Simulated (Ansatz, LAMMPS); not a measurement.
**What do other settings change for Zn2+ BF4- in dimethoxyethane and tetrahydrofuran at 540 K (85 atoms)?**

Density of this cell: 1.02 g/cm³. The cell holds 85 atoms: 20 C, 8 O, 46 H, 2 B, 8 F and 1 Zn. Cell: a = 10.202 Å, b = 10.202 Å, c = 10.202 Å, α = 90.0°, β = 90.0°, γ = 90.0°. 3 dimethoxyethane, 2 tetrahydrofuran, 1 Zn2+, 2 BF4- placed at random, at 1.02 g/cm³; overlaps pushed apart, then 10 ps at 590 K with stiff harmonic cages for PF6 and BF4 with UFF radii; divalent ions of Li, Roberts, Chakravorty and Merz (J. Chem. Theory Comput. 9, 2733 (2013)); MMFF94 bonds, angles, torsions, charges and radii (Halgren, J. Comput. Chem. 17, 490 (1996)) in harmonic and 12-6 forms; charges of ions scaled by 0.8. Snapshot after 30 ps at 540 K and fixed volume.

Geometry: as built.

Reference run: Kohn-Sham DFT, PBE+D3(BJ), PAW (set soft_2), plane waves (Ansatz 0.2.0), cutoff 750 eV, Γ point, fixed occupations.

```
r.m.s. force component                           : 1.081 eV/Å
gap (highest filled to lowest empty level) : 3.558 eV
SCF cycles                                       : 10
time                                             : 3.4 s on 8 threads of Intel Xeon 6975P-C (Granite Rapids), shared host
```

Q: Estimate how much each variant changes the results, and its time and memory.
- support functions medium
- support functions low
- support functions high
- support functions medium, radius 3.44 Å
- support functions medium, radius 3.72 Å
- support functions medium, radius 3.97 Å
- support functions medium, radius 4.25 Å
- support functions medium, radius 4.79 Å
- support functions medium, radius 5.32 Å

Differences are against the run with plane waves at 750 eV (Kohn-Sham DFT, PBE+D3(BJ), PAW (set soft_2), plane waves), whose r.m.s. force component is 1.08 eV/Å. Energies are set beside the reference only for runs with its functional, potentials and electron count. Times are for 8 threads of Intel Xeon 6975P-C (Granite Rapids), shared host.

```tsv
run	Δ force, r.m.s. (meV/Å)	share of r.m.s. force (%)	Δ energy (meV/atom)	Δ gap (eV)	cycles	time	host memory (GiB)
reference	-	-	-	-	10	3.4 s	2.3
support functions medium	0.448	0.0415	-0.603	-1.0e-4	20	34 s	3.2
support functions low	0.508	0.047	-0.602	-0.0013	17	26 s	2.8
support functions high	0.392	0.0362	-0.668	1.0e-4	21	2.6 min	9.9
support functions medium, radius 3.44 Å	0.473	0.0438	-0.603	-3.0e-4	20	33 s	3.1
support functions medium, radius 3.72 Å	0.422	0.039	-0.603	0	20	36 s	3.4
support functions medium, radius 3.97 Å	0.411	0.038	-0.603	0	20	41 s	3.6
support functions medium, radius 4.25 Å	0.383	0.0354	-0.603	0	19	47 s	4.1
support functions medium, radius 4.79 Å	0.391	0.0361	-0.603	-3.0e-4	18	66 s	5.1
support functions medium, radius 5.32 Å	0.388	0.0359	-0.603	-1.0e-4	18	99 s	6.2
```

Among numerical settings the force difference runs from 0.38 meV/Å (support functions medium, radius 4.25 Å) to 0.51 meV/Å (support functions low). At 85 atoms the fastest of the runs at a preset level, support functions low, takes 7.9 times the time of plane waves, in 17 SCF cycles against 10. Differences between support functions and plane waves include what basis error the plane-wave run still has. As the radius goes from 3.44 to 5.32 Å, the force difference goes from 0.47 to 0.39 meV/Å (not steadily; the least is 0.38 at 4.25 Å), and the time from 33 s to 99 s. 

[Logs are printed without paths, hosts, clocks, repeated set-up lines and the standing remarks that a program may print on its own settings, such as how far it seeks lower states.]

[Hosts, paths, dates, database ids (printed as entryN), source tags and the programs' standing remarks are cut or masked in the printed files.]

[The MMFF94 radii named for the starting cell were scaled by 0.96; in molecules described by MMFF94, hydrogen bound to N, O or S took a small fixed 12-6 site in their place.]
